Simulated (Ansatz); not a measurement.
Consider CaOsO3 (cubic perovskite) (Pm-3m).

The structure was built from a prototype and need not be the compound's stable phase.

```cif
data_structure
_symmetry_space_group_name_H-M 'P 1'
_symmetry_Int_Tables_number 1
_cell_length_a 3.8541
_cell_length_b 3.8541
_cell_length_c 3.8541
_cell_angle_alpha 90.000
_cell_angle_beta 90.000
_cell_angle_gamma 90.000
_cell_volume 57.25
loop_
_atom_site_label
_atom_site_type_symbol
_atom_site_fract_x
_atom_site_fract_y
_atom_site_fract_z
_atom_site_occupancy
Ca1 Ca 0.00000 0.00000 0.00000 1
Os2 Os 0.50000 0.50000 0.50000 1
O3 O 0.50000 0.50000 0.00000 1
O4 O 0.50000 0.00000 0.50000 1
O5 O 0.00000 0.50000 0.50000 1
```

The structure was relaxed with LDA. The structure type comes from a generator and need not be one that this composition takes. The structure was generated from a model, not taken from a measurement. The runs that relaxed it are not among those shown. The program's search for lower electronic states was switched off, so nothing shows that the state found is the lowest. Spin-orbit coupling is left out unless a run names it. PAW set soft_2, made with PBE.

A constrained-RPA run (Ansatz 0.2.0; non-magnetic LDA; Os t2g, bands v2 to c1, 4×4×4 mesh, medium accuracy) builds 3 functions on bands 4.4 eV wide, with 4.0 electrons in the window. The bare on-site interaction is 10.9 eV and the bare J 0.35 eV.

Question: Estimate U, U′ and J.

On the Os t2g shell, U = 2.67 eV (25 % of the bare value), U′ = 2.10 eV, J = 0.25 eV.

The parent state is non-magnetic and the interaction static (zero frequency); U depends on the window and the orbitals, so it belongs to this model alone. Spin-orbit coupling, which is strong for atoms this heavy, is left out.

[Paths, hosts, dates, memory and timing lines, banners, echoed tables and standing remarks are left out of the program output.]

[Logs are printed without paths, hosts, clocks, repeated set-up lines and the standing remarks that a program may print on its own settings, such as how far it seeks lower states.]

[Runs of the session that timed out or met a known fault of the program may be left out.]

[Hosts, paths, dates, database ids (printed as entryN), source tags and the programs' standing remarks are cut or masked in the printed files.]
